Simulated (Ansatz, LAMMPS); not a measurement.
# Compressing and expanding glassy 58ZnO-42GeO2 (mol %) (104 atoms): runs compared

Aim: relax glassy 58ZnO-42GeO2 (mol %) (104 atoms), then change its volume to read the bulk modulus from the stress.

Computed with Ansatz 0.2.0: Kohn-Sham DFT, r2SCAN, PAW (set soft_1), plane waves; PAW set soft_1.

### 1. The cell

The cell holds 104 atoms: 25 Zn, 18 Ge and 61 O. Its edges and angles: a = 11.250 Å, b = 11.250 Å, c = 11.250 Å, α = 90.0°, β = 90.0°, γ = 90.0°. 104 atoms (25 Zn, 18 Ge, 61 O) placed at random at 4.35 g/cm³, melted at 4000 K for 10 ps at fixed volume with the Morse and Coulomb pair potential with partial charges (Pedone, Malavasi, Menziani, Cormack and Segre, J. Phys. Chem. B 110, 11780 (2006)). Quenched from 4000 K to 300 K at 200 K/ps and fixed volume, held 10 ps at zero pressure.

Limits known from the start: The quench rate of 200 K/ps far exceeds what a furnace or splat quench reaches, so expect more defects and frozen-in strain than in a real sample. The network of bonds at the start is that of the classical potential that made the cell, and needn't be the one that DFT or experiment would give. Only the Γ point is sampled.

### 2. The reference run

The reference is a single point at the end of the relaxation.

Every strained cell starts from the geometry of this run, and its atoms are relaxed with the cell held.

Its input, with most atom lines left out:

```yaml
crystal:
  lattice:
    - [11.12974, -0.19813, 0.09829]
    - [-0.19813, 10.90496, -0.15626]
    - [0.09829, -0.15626, 11.18772]
  atoms:
    - { symbol: Zn, position: [0.31818, 0.05323, 0.6493] }
    - { symbol: Zn, position: [0.32294, 0.56493, 0.86479] }
    - { symbol: Zn, position: [0.92783, 0.38018, 0.85626] }
    - { symbol: Zn, position: [0.74429, 0.26255, 0.51313] }
    - { symbol: Zn, position: [0.5599, 0.75456, 0.49766] }
    - { symbol: Zn, position: [0.42122, 0.6175, 0.30172] }
    - { symbol: Zn, position: [0.55635, 0.19437, 0.00247] }
    [... atom lines 8 to 104 left out ...]
kpoints:
  mp_grid: { grid: [1, 1, 1] }
hamiltonian:
  xc: r2scan
  pseudopotentials: { kind: paw, azcp: { folder: soft_1 } }
scf:
  occupations: { method: fixed }
output:
  forces: true
  stress: true
  populations: true
  dos:
    method: { smearing: { sigma: 0.1 } }
    de: 0.1
    projected: { site_lists: { Ge: [Ge], O: [O], Zn: [Zn] } }
  eigenvalues: true
  write_density: true
  write_potential: true
  volumetric_format: npy
  elf: true
```

| Property | Result |
| --- | --- |
| free energy per atom | -1877.7441 eV/atom |
| r.m.s. force component | 0.00753 eV/Å |
| pressure | -0.01199 GPa |

Filled and empty levels are parted by 1.77 eV (at Γ alone); a semilocal functional tends to put such gaps too low. In a disordered cell it changes from sample to sample, and tail or defect levels can set it.

### 3. The runs

Each row is one run, on 4 threads of Arm Neoverse V1, shared host. The free energy is the program's total, comparable only between runs with the same functional and atoms.

| run | atoms | outcome | relaxation steps | free energy (eV) | time | host memory (GiB) |
| --- | --- | --- | --- | --- | --- | --- |
| Single point at the start | 104 | converged | - | -195275.403 | 86 s | 4.7 |
| Cell and atoms relaxed | 104 | converged | 11 | -195285.389 | 13 min | 4.8 |
| Single point at the relaxed geometry | 104 | converged | - | -195285.389 | 1.8 min | 4.5 |
| Volume -3 % | 104 | converged | 8 | -195285.091 | 9.1 min | 4.1 |
| Volume +3 % | 104 | converged | 8 | -195285.110 | 11 min | 4.6 |
| Volume -6 % | 104 | converged | 14 | -195284.184 | 15 min | 4.0 |
| Volume +6 % | 104 | cut at the time limit | 6 | -195284.441 | 7.3 min | 4.9 |

In some runs the program notes that the SCF threshold is loose for the stress.

### 4. Pressure against volume

Atoms are relaxed at each volume, in the scaled cell.

| volume change (%) | volume (Å³/atom) | energy change (meV/atom) | pressure (GPa) | largest move on relaxing (Å) | bonds | gap (eV) |
| --- | --- | --- | --- | --- | --- | --- |
| -6 | 12.266 | 11.58 | 4.68 | 0.51 | 177 | 1.79 |
| -3 | 12.657 | 2.87 | 2.40 | 0.14 | 176 | 1.80 |
| +0 | 13.048 | 0.00 | -0.01 | - | 175 | 1.77 |
| +3 | 13.440 | 2.68 | -2.08 | 0.13 | 174 | 1.76 |

### 5. Outcome

The bulk modulus, from the slope of pressure against ln V over the three points nearest the relaxed volume, is 74.6 GPa; between neighbouring points the slope runs 73, 79 and 70 GPa from the smallest volume up, not steadily, so no pressure derivative is given. The count of bonds runs from 174 to 177 over the series, so at some points contacts cross the cutoffs. At -6 % some atom moved by over 0.5 Å on relaxing, so those points may sit in another local minimum. The gap stays between 1.76 and 1.80 eV with no steady trend.

**Limits.** Strains are finite and relaxations stop at the force tolerance of the input, which can leave moduli too stiff; they are those of a static cell at zero temperature. Volumes are changed with the cell's shape held, so in an anisotropic solid the modulus lies over the one under free hydrostatic load. The program notes that the SCF threshold of the relaxations is loose for the stress.

The DFT runs together took 58 min of wall time.

[Long decimals in the printed logs are rounded to 6 places.]

[Logs are printed without paths, hosts, clocks, repeated set-up lines and the standing remarks that a program may print on its own settings, such as how far it seeks lower states.]

[Hosts, paths, dates, database ids (printed as entryN), source tags and the programs' standing remarks are cut or masked in the printed files.]
